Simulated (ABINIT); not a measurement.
## InP (F-43m): one start, several treatments of the self-energy

Aim: compare treatments of exchange, screening and correlation for the gap of InP (F-43m).

Main program and level: ABINIT 10.8.3; PBE and many-body steps on it, plane waves.

The database entry behind the starting cell differs from later determinations by our own check (0.1 to 0.3 % short, probably kX units), so it need not match the best structure at ambient conditions.

## 1. Starting point

Symmetry: F-43m, No. 216, cubic system. Conventional cell: a = 5.861 Å, b = 5.861 Å, c = 5.861 Å, α = 90.00°, β = 90.00°, γ = 90.00°. Nearest to In lie 4 P at 2.54 Å. Nearest to P lie 4 In at 2.54 Å. Farther neighbours are not listed.

Coordinates:

```cif
data_structure
_symmetry_space_group_name_H-M 'P 1'
_symmetry_Int_Tables_number 1
_cell_length_a 4.1444
_cell_length_b 4.1444
_cell_length_c 4.1444
_cell_angle_alpha 60.000
_cell_angle_beta 60.000
_cell_angle_gamma 60.000
_cell_volume 50.33
loop_
_atom_site_label
_atom_site_type_symbol
_atom_site_fract_x
_atom_site_fract_y
_atom_site_fract_z
_atom_site_occupancy
In1 In 0.00000 0.00000 0.00000 1
P2 P 0.25000 0.25000 0.25000 1
```

The cell and positions come from the Crystallography Open Database and are kept as given unless a step says otherwise.

## 2. Empty states on the mesh, 4×4×4 mesh, 171 bands

This step: ABINIT 10.8.3; DFT, PBE, plane waves, norm-conserving pseudopotentials.

The sums over transitions need many empty states on a uniform mesh; this step solves for them.

File run.abi:

```
acell 3*1.0 Angstrom
rprim 
  -0.000000000000 2.930500000000 2.930500000000
  2.930500000000 -0.000000000000 2.930500000000
  2.930500000000 2.930500000000 -0.000000000000
ntypat 2
znucl 49 15
natom 2
typat 1 2
xred 
  0.000000000000 0.000000000000 0.000000000000
  0.250000000000 0.250000000000 0.250000000000
pp_dirpath "pseudos"
pseudos "In.upf, P.upf"
ecut 33
ngkpt 4 4 4
nshiftk 1
shiftk 0 0 0
kptopt 1
chksymbreak 0
irdden 1
istwfk *1
nband 171
prtvol 0
optdriver 6
gwr_task "HDIAGO"
paral_kgb 0
occopt 1
indata_prefix "in"
outdata_prefix "out"
tmpdata_prefix "tmp"
```

Command:

```
> OMP_NUM_THREADS=1 mpirun -n 8 abinit run.abi > log
```

The program printed:

```text
.Version 10.8.3 of ABINIT. v10.8.2 released Aug 2026.

 Symmetries : space group F-4 3 m (#216); Bravais cF (face-center cubic)
[... echo of the input left out ...]
== DATASET  1 ==================================================================
-   mpi_nproc: 8, omp_nthreads: 1 (-1 if OMP is not activated)

--- !DatasetInfo
iteration_state: {dtset: 1, }
dimensions: {natom: 2, nkpt: 8, mband: 171, nsppol: 1, nspinor: 1, nspden: 1, mpw: 3119, }
cutoff_energies: {ecut:  33.0, pawecutdg:  -1.0, }
[...]
Direct band gap semiconductor
 Fundamental gap:     0.709 (eV)
   VBM:     4.964 (eV) at k: [ 0.0000E+00,  0.0000E+00,  0.0000E+00]
   CBM:     5.673 (eV) at k: [ 0.0000E+00,  0.0000E+00,  0.0000E+00]
 Direct gap:         0.709 (eV) at k: [ 0.0000E+00,  0.0000E+00,  0.0000E+00]

== END DATASET(S) ==============================================================
================================================================================

 -outvars: echo values of variables after computation  --------
           etotal      0.0000000000E+00
            nband         171
             nkpt           8
          spgroup         216
 [... the other variables as echoed above ...]

 Calculation completed.
```

Run time: 30 s. Hardware: 8 MPI ranks of Arm Neoverse V1, shared host; peak memory 4.5 GiB.

Numbers from this step:

| Item | Value |
| --- | --- |
| gap | 0.7091 eV |
| k of the valence top | 0, 0, 0 |
| k of the conduction bottom | 0, 0, 0 |
| least direct gap | 0.7091 eV |
| k points computed | 8 |
| lowest point of the top converged band, above the valence top | 108.5639 eV |

On this mesh the gap is 0.709 eV.

The density comes from a self-consistent run that is not shown.

## 3. Screening, 4×4×4 mesh, 163 bands, screening to 190.5 eV

The RPA dielectric matrix is built and inverted for each q.

This step: RPA screening on PBE, plane waves, norm-conserving pseudopotentials.

Changes to run.abi since step 2:

```diff
@@ -20,10 +20,11 @@
 chksymbreak 0
-irdden 1
 istwfk *1
-nband 171
-prtvol 0
-optdriver 6
-gwr_task "HDIAGO"
-paral_kgb 0
 occopt 1
+irdwfk 1
+optdriver 3
+nband 163
+ecuteps 7
+inclvkb 2
+awtr 1
+symchi 1
 indata_prefix "in"
```

The program printed:

```text
.Version 10.8.3 of ABINIT. v10.8.2 released Aug 2026.

 Symmetries : space group F-4 3 m (#216); Bravais cF (face-center cubic)
[... echo of the input left out ...]
== DATASET  1 ==================================================================
-   mpi_nproc: 8, omp_nthreads: 1 (-1 if OMP is not activated)

--- !DatasetInfo
iteration_state: {dtset: 1, }
dimensions: {natom: 2, nkpt: 8, mband: 163, nsppol: 1, nspinor: 1, nspden: 1, mpw: 3119, }
cutoff_energies: {ecut:  33.0, pawecutdg:  -1.0, }
electrons: {nelect:   2.60000000E+01, charge:   0.00000000E+00, occopt:   1.00000000E+00, tsmear:   1.00000000E-02, }

 SCREENING: Calculation of the susceptibility and dielectric matrices

 Based on a program developped by R.W. Godby, V. Olevano, G. Onida, and L. Reining.
 Incorporated in ABINIT by V. Olevano, G.-M. Rignanese, and M. Torrent.
.Using double precision arithmetic ; gwpc =  8

[... cell and pseudopotentials left out ...]
--------------------------------------------------------------------------------

 ==== K-mesh for the wavefunctions ====
 Number of points in the irreducible wedge :     8
[... list of points left out ...]
 Together with 24 symmetry operations and time-reversal symmetry
 yields    64 points in the full Brillouin Zone.

 ==== Q-mesh for the screening function ====
 Number of points in the irreducible wedge :     8
[... list of points left out ...]
 Together with 24 symmetry operations and time-reversal symmetry
 yields    64 points in the full Brillouin Zone.

 setmesh: FFT mesh size selected  =    30x   30x   30
          total number of points  =        27000

 vcoul_init : cutoff-mode = AUXILIARY_FUNCTION
 q-points for optical limit:   1
     1)      0.000010    0.000020    0.000030

- screening: taking advantage of time-reversal symmetry
- Maximum band index for partially occupied states nbvw = 13
- Remaining bands to be divided among processors   nbcw = 150
- Number of bands treated by each node ~18

 Number of electrons calculated from density =   26.0000; Expected =   26.0000
 average of density, n =  0.076546
 r_s =    1.4610
 omega_plasma =   26.6880 [eV]

 calculating chi0 at frequencies [eV] :
  1    0.000000E+00    0.000000E+00
  2    0.000000E+00    2.668802E+01

--------------------------------------------------------------------------------
  q-point number  1        q = ( 0.000000, 0.000000, 0.000000) [r.l.u.]
--------------------------------------------------------------------------------
[... chi0 elements left out ...]
 For q-point:  0.000010 0.000020 0.000030
  dielectric constant =  44.4645
  dielectric constant without local fields =  46.9378

  Average fulfillment of the sum rule on Im[epsilon] for q-point    1 :     74.08  [%]
[... wings left out ...]
  q-point number  2        q = ( 0.250000, 0.000000, 0.000000) [r.l.u.]
--------------------------------------------------------------------------------
[... chi0 elements left out ...]
  Average fulfillment of the sum rule on Im[epsilon] for q-point    2 :     84.15  [%]

 [... 6 further q-points ...]
```

It took 48 s on 8 MPI ranks; peak memory 1.6 GiB; 5.7 min of CPU time.

Numbers from this step:

```yaml
eps_infinity_with_local_fields_on_this_mesh_along_the_program_s_q_direction: 44.46
the_same_without_local_fields: 46.94
plasma_frequency: 26.69 eV
plane_waves_in_the_screening_matrix: 307
```

Local fields lower ε∞ by 5 %. On a Γ-centred mesh this coarse the value itself is usually too large, while a short band sum pulls it down.

## 4. G0W0, Godby-Needs plasmon pole

The self-energy is evaluated for the states that the input lists, and the levels follow from it, in one-shot runs by the linearised quasiparticle equation.

This step: G0W0 on PBE, plane waves, norm-conserving pseudopotentials.

Changes to run.abi since step 3:

```diff
@@ -23,8 +23,15 @@
 irdwfk 1
-optdriver 3
+optdriver 4
 nband 163
+gwcalctyp 0
+ecutsigx 33
+symsigma 1
+nkptgw 1
+kptgw 
+  0.0000000000 0.0000000000 0.0000000000
+bdgw 
+  11 17
 ecuteps 7
-inclvkb 2
-awtr 1
-symchi 1
+irdscr 1
+ppmodel 1
 indata_prefix "in"
```

The program printed:

```text
.Version 10.8.3 of ABINIT. v10.8.2 released Aug 2026.

 Symmetries : space group F-4 3 m (#216); Bravais cF (face-center cubic)
[... echo of the input left out ...]
== DATASET  1 ==================================================================
-   mpi_nproc: 8, omp_nthreads: 1 (-1 if OMP is not activated)

--- !DatasetInfo
iteration_state: {dtset: 1, }
dimensions: {natom: 2, nkpt: 8, mband: 163, nsppol: 1, nspinor: 1, nspden: 1, mpw: 3119, }
cutoff_energies: {ecut:  33.0, pawecutdg:  -1.0, }
electrons: {nelect:   2.60000000E+01, charge:   0.00000000E+00, occopt:   1.00000000E+00, tsmear:   1.00000000E-02, }

 SIGMA: Calculation of the GW corrections

 Based on a program developped by R.W. Godby, V. Olevano, G. Onida, and L. Reining.
 Incorporated in ABINIT by V. Olevano, G.-M. Rignanese, and M. Torrent.
.Using double precision arithmetic ; gwpc =  8

[... cell and pseudopotentials left out ...]
--------------------------------------------------------------------------------

 ==== K-mesh for the wavefunctions ====
 Number of points in the irreducible wedge :     8
[... list of points left out ...]
 Together with 24 symmetry operations and time-reversal symmetry
 yields    64 points in the full Brillouin Zone.

 ==== Q-mesh for screening function ====
 Number of points in the irreducible wedge :     8
[... list of points left out ...]
 Together with 24 symmetry operations and time-reversal symmetry
 yields    64 points in the full Brillouin Zone.

 vcoul_init : cutoff-mode = AUXILIARY_FUNCTION
 q-points for optical limit:   1
     1)      0.000010    0.000020    0.000030
 setmesh: FFT mesh size selected  =    45x   45x   45
          total number of points  =        91125

 Number of electrons calculated from density =   26.0000; Expected =   26.0000
 average of density, n =  0.076546
 r_s =    1.4610
 omega_plasma =   26.6880 [eV]

 === KS Band Gaps ===
  >>>> For spin  1
   Minimum direct gap =   0.7091 [eV], located at k-point      :   0.0000  0.0000  0.0000
   Fundamental gap    =   0.7091 [eV], Top of valence bands at :   0.0000  0.0000  0.0000
                                       Bottom of conduction at :   0.0000  0.0000  0.0000
 SIGMA fundamental parameters:
 PLASMON POLE MODEL  1
 number of plane-waves for SigmaX                 3119
 number of plane-waves for SigmaC and W            307
 number of plane-waves for wavefunctions          3119
 number of bands                                   163
 number of independent spin polarizations            1
 number of spinorial components                      1
 number of k-points in IBZ                           8
 number of q-points in IBZ                           8
 number of symmetry operations                      24
 number of k-points in BZ                           64
 number of q-points in BZ                           64
 number of frequencies for dSigma/dE                 9
 frequency step for dSigma/dE [eV]                0.25
 number of omega for Sigma on real axis              0
 max omega for Sigma on real axis  [eV]           0.00
 zcut for avoiding poles [eV]                     0.10

 EPSILON^-1 parameters (SCR file):
 dimension of the eps^-1 matrix on file            307
 dimension of the eps^-1 matrix used               307
 number of plane-waves for wavefunctions          3119
 number of bands                                   163
 number of q-points in IBZ                           8
 number of frequencies                               2
 number of real frequencies                          1
 number of imag frequencies                          1

 matrix elements of self-energy operator (all in [eV])

 Perturbative Calculation

--- !SelfEnergy_ee
iteration_state: {dtset: 1, }
kpoint     : [   0.000,    0.000,    0.000, ]
spin       : 1
KS_gap     :    0.709
QP_gap     :    1.372
Delta_QP_KS:    0.663
data: !SigmaeeData |
     Band     E0 <VxcDFT>   SigX SigC(E0)      Z dSigC/dE  Sig(E)    E-E0       E
       11   4.964 -12.923 -14.819   1.089   0.776  -0.288 -13.550  -0.627   4.337
       12   4.964 -12.923 -14.819   1.089   0.776  -0.288 -13.550  -0.627   4.337
       13   4.964 -12.923 -14.819   1.089   0.776  -0.288 -13.550  -0.627   4.337
       14   5.673 -11.725  -7.716  -3.964   0.791  -0.265 -11.689   0.036   5.709
       15   9.052 -10.790  -6.317  -4.313   0.795  -0.258 -10.663   0.127   9.179
       16   9.052 -10.790  -6.317  -4.313   0.795  -0.258 -10.663   0.127   9.179
       17   9.052 -10.790  -6.317  -4.313   0.795  -0.258 -10.663   0.127   9.179

== END DATASET(S) ==============================================================
================================================================================

 -outvars: echo values of variables after computation  --------
           etotal      0.0000000000E+00
            nband         163
             nkpt           8
          spgroup         216
 [... the other variables as echoed above ...]

 Calculation completed.
```

Elapsed: 8.6 s, on 8 MPI ranks; peak memory 1.4 GiB.

Numbers from this step:

| Item | Value |
| --- | --- |
| G0W0 gap on the points computed | 1.372 eV |
| starting gap on the mesh | 0.7091 eV |
| k of the valence top | 0, 0, 0 |
| k of the conduction bottom | 0, 0, 0 |
| Z at the valence top | 0.776 |
| Z at the conduction bottom | 0.791 |
| least direct G0W0 gap on the computed points | 1.372 eV |

The gap on the mesh goes from 0.71 eV to 1.37 eV, a correction of +0.66 eV.

## 5. G0W0, Hybertsen-Louie plasmon pole

Changes to run.abi since step 4:

```diff
@@ -35,3 +35,3 @@
 irdscr 1
-ppmodel 1
+ppmodel 2
 indata_prefix "in"
```

The program printed:

```text
.Version 10.8.3 of ABINIT. v10.8.2 released Aug 2026.

 Symmetries : space group F-4 3 m (#216); Bravais cF (face-center cubic)
[... echo of the input left out ...]
== DATASET  1 ==================================================================
-   mpi_nproc: 8, omp_nthreads: 1 (-1 if OMP is not activated)

--- !DatasetInfo
iteration_state: {dtset: 1, }
dimensions: {natom: 2, nkpt: 8, mband: 163, nsppol: 1, nspinor: 1, nspden: 1, mpw: 3119, }
cutoff_energies: {ecut:  33.0, pawecutdg:  -1.0, }
electrons: {nelect:   2.60000000E+01, charge:   0.00000000E+00, occopt:   1.00000000E+00, tsmear:   1.00000000E-02, }

 SIGMA: Calculation of the GW corrections

 Based on a program developped by R.W. Godby, V. Olevano, G. Onida, and L. Reining.
 Incorporated in ABINIT by V. Olevano, G.-M. Rignanese, and M. Torrent.
.Using double precision arithmetic ; gwpc =  8

[... cell and pseudopotentials left out ...]
--------------------------------------------------------------------------------

 ==== K-mesh for the wavefunctions ====
 Number of points in the irreducible wedge :     8
[... list of points left out ...]
 Together with 24 symmetry operations and time-reversal symmetry
 yields    64 points in the full Brillouin Zone.

 ==== Q-mesh for screening function ====
 Number of points in the irreducible wedge :     8
[... list of points left out ...]
 Together with 24 symmetry operations and time-reversal symmetry
 yields    64 points in the full Brillouin Zone.

 vcoul_init : cutoff-mode = AUXILIARY_FUNCTION
 q-points for optical limit:   1
     1)      0.000010    0.000020    0.000030
 setmesh: FFT mesh size selected  =    45x   45x   45
          total number of points  =        91125

 Number of electrons calculated from density =   26.0000; Expected =   26.0000
[...]
number of q-points in BZ                           64
 number of frequencies for dSigma/dE                 9
 frequency step for dSigma/dE [eV]                0.25
 number of omega for Sigma on real axis              0
 max omega for Sigma on real axis  [eV]           0.00
 zcut for avoiding poles [eV]                     0.10

 EPSILON^-1 parameters (SCR file):
 dimension of the eps^-1 matrix on file            307
 dimension of the eps^-1 matrix used               307
 number of plane-waves for wavefunctions          3119
 number of bands                                   163
 number of q-points in IBZ                           8
 number of frequencies                               2
 number of real frequencies                          1
 number of imag frequencies                          1

 matrix elements of self-energy operator (all in [eV])

 Perturbative Calculation

--- !SelfEnergy_ee
iteration_state: {dtset: 1, }
kpoint     : [   0.000,    0.000,    0.000, ]
spin       : 1
KS_gap     :    0.709
QP_gap     :    1.462
Delta_QP_KS:    0.753
data: !SigmaeeData |
     Band     E0 <VxcDFT>   SigX SigC(E0)      Z dSigC/dE  Sig(E)    E-E0       E
       11   4.964 -12.923 -14.819   0.490   0.842  -0.187 -14.107  -1.184   3.780
       12   4.964 -12.923 -14.819   0.490   0.842  -0.187 -14.107  -1.184   3.780
       13   4.964 -12.923 -14.819   0.490   0.842  -0.187 -14.107  -1.184   3.780
       14   5.673 -11.725  -7.716  -4.516   0.849  -0.177 -12.156  -0.431   5.242
       15   9.052 -10.790  -6.317  -4.744   0.851  -0.174 -11.021  -0.231   8.821
       16   9.052 -10.790  -6.317  -4.744   0.851  -0.174 -11.021  -0.231   8.821
       17   9.052 -10.790  -6.317  -4.744   0.851  -0.174 -11.021  -0.231   8.821

== END DATASET(S) ==============================================================
================================================================================

 -outvars: echo values of variables after computation  --------
           etotal      0.0000000000E+00
            nband         163
             nkpt           8
          spgroup         216
 [... the other variables as echoed above ...]

 Calculation completed.
```

The job ended after 10 s (8 MPI ranks; peak memory 1.5 GiB; 75 s of CPU time).

This step gave:

- G0W0 gap on the points computed: 1.462 eV
- starting gap on the mesh: 0.7091 eV
- k of the valence top: 0, 0, 0
- k of the conduction bottom: 0, 0, 0
- Z at the valence top: 0.842
- Z at the conduction bottom: 0.849
- least direct G0W0 gap on the computed points: 1.462 eV

Against G0W0 in ABINIT (4×4×4 mesh, 163 bands, screening to 190.5 eV, Godby-Needs plasmon pole), the gap moves by +0.090 eV.

## 6. G0W0, von der Linden-Horsch plasmon pole

Changes to run.abi since step 5:

```diff
@@ -35,3 +35,3 @@
 irdscr 1
-ppmodel 2
+ppmodel 3
 indata_prefix "in"
```

The program printed:

```text
.Version 10.8.3 of ABINIT. v10.8.2 released Aug 2026.

 Symmetries : space group F-4 3 m (#216); Bravais cF (face-center cubic)
[... echo of the input left out ...]
== DATASET  1 ==================================================================
-   mpi_nproc: 8, omp_nthreads: 1 (-1 if OMP is not activated)

--- !DatasetInfo
iteration_state: {dtset: 1, }
dimensions: {natom: 2, nkpt: 8, mband: 163, nsppol: 1, nspinor: 1, nspden: 1, mpw: 3119, }
cutoff_energies: {ecut:  33.0, pawecutdg:  -1.0, }
[...]
15   9.052 -10.790  -6.317  -4.852   0.860  -0.162 -11.116  -0.326   8.725
       16   9.052 -10.790  -6.317  -4.852   0.860  -0.162 -11.116  -0.326   8.725
       17   9.052 -10.790  -6.317  -4.852   0.860  -0.162 -11.116  -0.326   8.725

== END DATASET(S) ==============================================================
================================================================================

 -outvars: echo values of variables after computation  --------
           etotal      0.0000000000E+00
            nband         163
             nkpt           8
          spgroup         216
 [... the other variables as echoed above ...]

 Calculation completed.
```

Elapsed: 6.1 s, on 8 MPI ranks; peak memory 0.98 GiB.

Numbers from this step:

```yaml
g0w0_gap_on_the_points_computed: 1.379 eV
starting_gap_on_the_mesh: 0.7091 eV
k_of_the_valence_top: 0, 0, 0
k_of_the_conduction_bottom: 0, 0, 0
least_direct_g0w0_gap_on_the_computed_points: 1.379 eV
```

Against G0W0 in ABINIT (4×4×4 mesh, 163 bands, screening to 190.5 eV, Godby-Needs plasmon pole), the gap moves by +0.007 eV.

(Continued in part 2 of 2.)

[Paths, hosts, dates, memory and timing lines, banners, echoed tables and standing remarks are left out of the program output.]

[Logs are printed without paths, hosts, clocks, repeated set-up lines and the standing remarks that a program may print on its own settings, such as how far it seeks lower states.]

[Runs of the session that timed out or met a known fault of the program may be left out.]

[No measured gap is set beside runs whose start may be inverted or whose files or cutoffs have a known fault.]

[Hosts, paths, dates, database ids (printed as entryN), source tags and the programs' standing remarks are cut or masked in the printed files.]

[G0W0 gaps are taken among the corrected bands and points alone; a level outside them can change the order at an edge.]

[Where Ansatz stands beside ABINIT at settings called matched, ABINIT's density can come from a denser mesh and the files from another edition; pairs whose starting gaps differed by over 0.03 eV were left out, so agreement reads better than it is.]
